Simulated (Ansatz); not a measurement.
## Hf (P6_3/mmc): the Drude term of Re ε in the infrared

Re ε of Hf (P6_3/mmc) along x at low photon energies is read from one computed spectrum; the carriers' damping was typed as γ = 0.03 eV. x, y and z are the Cartesian axes of the input cell.

Symmetry: P6_3/mmc, No. 194, hexagonal system. Conventional cell: a = 3.197 Å, b = 3.197 Å, c = 5.058 Å, α = 90.00°, β = 90.00°, γ = 120.00°. Hf on site c has 12 Hf at 3.13 to 3.20 Å as nearest neighbours.

Method: Ansatz 0.2.0, PBE, independent particles, k-mesh 12×12×7 with interpolation inside its cells, Gaussian parameter 0.1 eV.

Launch of the response step: `ansatz run input.yaml --threads 4 --pin off --max-ram 8192MiB --backend cpu --events-out ev --progress --plain --runs-dir out`. The run took 23 s, on 4 threads of Arm Neoverse V2 (shared host).

```tsv
photon energy E (eV)	wavelength (µm)	Re ε
0.25	4.96	-226.0
0.30	4.13	?
0.35	3.54	-102.2
0.40	3.10	-70.8
0.50	2.48	-28.9
0.60	2.07	-1.9
0.70	1.77	15.5
```

A Drude term over a constant background gives Re ε = ε_b − ωp²/(E² + γ²), linear in 1/(E² + γ²).

Working, on the rows shown:

| x = 1/(E² + γ²) (eV⁻²) | y = Re ε |
| --- | --- |
| 15.7729 | -226 |
| 8.10373 | -102.2 |
| 6.21504 | -70.8 |
| 3.98565 | -28.9 |
| 2.77085 | -1.9 |
| 2.03707 | 15.5 |

Means: x̄ = 6.4809, ȳ = -69.05. Σ(x − x̄)(y − ȳ) = -2237, Σ(x − x̄)² = 128.8. Slope = -2237 / 128.8 = -17.37; intercept = ȳ − slope · x̄ = 43.512. The line misses the rows shown by at most 7.4.

**Question.** Fill in the last column of the withheld row.

**Answer.** At x = 11.001 the line gives y = -147.56. The run gave -148.8, so the interpolation is off by 1.2, 0.5 % of the range in the table.

Refitted with all rows, the slope is -17.4 and the intercept 43.569. These give ωp = √(−slope) = 4.17 eV, against 4.10 eV from the program's Fermi-surface sum, and an intercept of 43.6. Taking the program's Drude term off the rows leaves 39 at the lowest energy and 50 at the highest, so the background isn't constant: interband transitions lie in or near the window, and neither fitted number can be trusted. The values come from a sum over the points of one k-mesh and carry its error, which is largest for Fermi-surface quantities. Spin-orbit coupling is left out.

[Logs are printed without paths, hosts, clocks, repeated set-up lines and the standing remarks that a program may print on its own settings, such as how far it seeks lower states.]
